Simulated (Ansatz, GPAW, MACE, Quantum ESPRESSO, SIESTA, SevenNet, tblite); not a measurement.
# Running generalised stacking fault on (110) of a LiCl-LiBr solid solution (56 atoms) with GPAW, part 2 of 2

How do the settings of GPAW change the result for generalised stacking fault on (110) of a LiCl-LiBr solid solution (56 atoms)? A plane-wave run serves as the yardstick.

Program: GPAW 26.7.0; the method stands at each step. Banners, paths, timers and routine set-up lines are dropped from the logs unmarked, and long logs keep their key lines alone; longer cuts are marked.

So far. Step 3 (PBE, LCAO dzp, h 0.2 Å, other mixer settings): Against the first run (23 %), the force difference from the reference is 23 %, at 1.4 times the CPU time (11 SCF steps against 7): another solver or mixer reaches the same state. Step 4 (PBE, LCAO sz(dzp), h 0.2 Å): Against the first run (23 %), the force difference from the reference is 30 %, at 0.39 times the CPU time, with 140 basis functions against 504: the smaller basis costs accuracy.

## (5) PBE, grid h 0.2 Å

Method: Kohn-Sham DFT, PBE, PAW, finite differences on a real-space grid.

Contents of run.py:

```python
import numpy as np
from ase.io import read
from gpaw import GPAW, FermiDirac
from ase.parallel import parprint as print

atoms = read("structure.xyz")
atoms.calc = GPAW(
    mode="fd",
    h=0.2,
    xc="PBE",
    kpts={"size": (1, 1, 1), "gamma": True},
    occupations=FermiDirac(0.05),
    maxiter=200,
    symmetry={"point_group": False},
    nbands=171,
    txt="gpaw.txt",
)
energy = atoms.get_potential_energy(force_consistent=True)
forces = atoms.get_forces()
print(f"energy {energy:.6f} eV")
print("forces (eV/A)")
for i, (a, f) in enumerate(zip(atoms, forces)):
    print(f"{i:4d} {a.symbol:2s} {f[0]:10.5f} {f[1]:10.5f} {f[2]:10.5f}")
print(f"Fermi level {atoms.calc.get_fermi_level():.4f} eV")
for k in range(len(atoms.calc.get_ibz_k_points())):
    for s in range(atoms.calc.get_number_of_spins()):
        e = atoms.calc.get_eigenvalues(kpt=k, spin=s)
        n = np.searchsorted(e, atoms.calc.get_fermi_level())
        print(f"k {k} spin {s} levels about the Fermi level:", np.round(e[max(n - 6, 0):n], 4).tolist(), "|", np.round(e[n:n + 6], 4).tolist())
```

Contents of structure.xyz:

```xyz
56
Lattice="7.44767 0.00000 0.00000 0.00000 5.26630 0.00000 0.62061 0.00000 26.26686" Properties=species:S:1:pos:R:3 pbc="T T T"
[... 56 atom lines left out: the same atoms as in the first run ...]
```

Started as:

```console
> OMP_NUM_THREADS=1 mpirun -np 2 gpaw python run.py > output.txt
```

Log:

```text
energy -197.929572 eV
forces (eV/A)
   0 Li    0.24626   -0.00484   -0.64226
   1 Br   -0.21228   -0.10728    0.24673
   2 Li    0.00423    0.01522    0.17468
   3 Cl    0.07228   -0.03472    0.06391
   4 Li   -0.18609   -0.00340   -0.20600
   5 Cl    0.01854    0.02465   -0.05397
[...]
53 Br    0.05756    0.02568    0.05887
  54 Li    0.22173   -0.02218   -0.01721
  55 Br    0.29648    0.14442   -0.28637
Fermi level 3.5682 eV
k 0 spin 0 levels about the Fermi level: [0.7408, 0.7937, 0.8317, 0.8378, 0.857, 1.06] | [6.4624, 6.8725, 6.9553, 7.7157, 7.7707, 7.7853]
```

gpaw.txt:

```text
Input parameters:
  mode=FD(),
  h=0.2,
  kpts=MonkhorstPack(size=(1, 1, 1), gamma=True),
  maxiter=200,
  nbands=171,
  occupations=Occupations(name='fermi-dirac', width=0.05, fixmagmom=False),
[... lines left out ...]
  Converge bands: occupied
[... lines left out ...]
  Fermi-Dirac:
[... lines left out ...]
convergence criteria:
- Maximum [total energy] change in last 3 cyles: 0.0005 eV / valence electron
[... lines left out ...]
Converged in 13 steps
[... lines left out ...]
  Free energy:    -197.929572
[... lines left out ...]
Fermi level: 3.568
[... lines left out ...]
|        ... |               |           |
|        104 |         0.628 |     2.000 |
|        105 |         0.657 |     2.000 |
[...]
|        119 |         7.914 |     0.000 |
|        ... |               |           |
|        170 |        11.128 |     0.000 |
Gap: 5.402 eV
Transition (v -> c):
  (s=0, k=0, n=111, [0.00, 0.00, 0.00]) -> (s=0, k=0, n=112, [0.00, 0.00, 0.00])
No difference between direct/indirect transitions
Force computation time: 2.508  # s
```

It took 82 s on 2 MPI ranks of Arm Neoverse V1, shared host; peak memory 1.5 GiB.

Compared with the plane-wave run:

| Item | Value |
| --- | --- |
| r.m.s. force component | 0.1378 eV/Å |
| r.m.s. difference of force components | 14.15 meV/Å |
| longest difference of force vectors | 56.65 meV/Å |
| force difference over r.m.s. force | 10.72 % |
| slope of forces against the reference's | 1.04 |
| correlation of force components | 0.9955 |
| gap (highest filled to lowest empty level) | 5.402 eV |
| gap difference | -0.0035 eV |

Against the first run (23 %), the force difference from the reference is 11 %, at 2.5 times the CPU time (on 2 against 1 cores) (13 SCF steps against 7).

## (6) The ladder

Differences are against the plane-wave reference, forces as r.m.s. over components; share is that over the reference's r.m.s. force, slope the least-squares factor from reference forces to these. Total energies of different programs have different zeros and aren't compared.

```
                                              run  Δ force, r.m.s. (meV/Å)  share (%)  slope  Δ gap (eV)  cores  CPU time  memory (GiB)
                                        reference                        -          -      -           -      2   7.4 min           1.9
                      GPAW PBE, LCAO dzp, h 0.2 Å                     30.8       23.4  1.204      -0.052      1      66 s           1.0
GPAW PBE, LCAO dzp, h 0.2 Å, other mixer settings                     30.7       23.3  1.203      -0.052      1      90 s          0.95
         GPAW PBE, LCAO sz(dzp), h 0.2 Å (coarse)                     39.2       29.7  1.244      -0.774      1      26 s           0.8
                           GPAW PBE, grid h 0.2 Å                     14.1       10.7  1.040     -0.0035      2   2.7 min           1.5
```

Rows marked coarse were listed beforehand as settings not expected to be converged; some can still land near the reference.

CPU time is summed over cores on a shared host, where runs went side by side, so it is rough. Symmetry, cutoffs, thresholds, outputs and thread counts weren't matched or tuned between programs; memory under MPI is the largest rank's times the ranks.

Within one program, basis, potentials and functional, energies share a zero. Each run against its twin at the usual cutoff or grid and solver:

```
                                              run               twin  Δ energy (meV/atom)  Δ force, r.m.s. (meV/Å)  CPU time over the twin's
GPAW PBE, LCAO dzp, h 0.2 Å, other mixer settings  LCAO dzp, h 0.2 Å                    0                    0.685                       1.4
```

## (7) Summary of results

```json
{"nearest in forces": "GPAW PBE, grid h 0.2 Å, 11 %", "its CPU time": "2.7 min"}
```

In words: PBE on plane waves or a grid with other potentials, cutoffs or grids, coarse settings apart, differs from the reference by 11 % (GPAW PBE, grid h 0.2 Å) of the r.m.s. force; potentials, valence shells or grid differ, and the table alone doesn't part them. The PBE runs in local orbitals, coarse settings apart, differ by 23 % in each run; basis, grid and potentials can all enter. Runs with settings chosen to be coarse differ by 30 % (GPAW PBE, LCAO sz(dzp), h 0.2 Å), their programs' other errors included. Of the electronic-structure runs that take under half the reference's CPU time, GPAW PBE, grid h 0.2 Å comes nearest, at 11 % in 2.7 min against 7.4 min. GPAW PBE, LCAO sz(dzp), h 0.2 Å stiffens the forces by a factor of 1.24 while following their directions (correlation 0.991); the slopes of the 4 GPAW runs lie between 1.04 and 1.24. At the same functional, gaps differ from the reference's 5.41 eV by between -0.77 and -0.00 eV. These are spacings on the run's k-points, which needn't hold the band edges. The potentials hold different valence shells: 280 electrons in the reference, 224 in GPAW; this bears on time and differences. The cell is under 6 Å thick along one periodic direction, so every atom has periodic images of itself close by, which move with it and show among its neighbours and in g(r). The reference's stress is far from hydrostatic: its diagonal is 3.1, -3.0, -0.5 GPa, compression counted positive. The host structure and its lattice constant were typed by rule, without a check against the phase diagram. The electronic-structure runs sample only Γ, in a cell whose shortest periodic width is 5 Å.

[Also dropped from logs without a mark: logging warnings of Python, and SIESTA's first energy breakdown and zero terms.]

[Logs are printed without paths, hosts, clocks, repeated set-up lines and the standing remarks that a program may print on its own settings, such as how far it seeks lower states.]

[Hosts, paths, dates, database ids (printed as entryN), source tags and the programs' standing remarks are cut or masked in the printed files.]
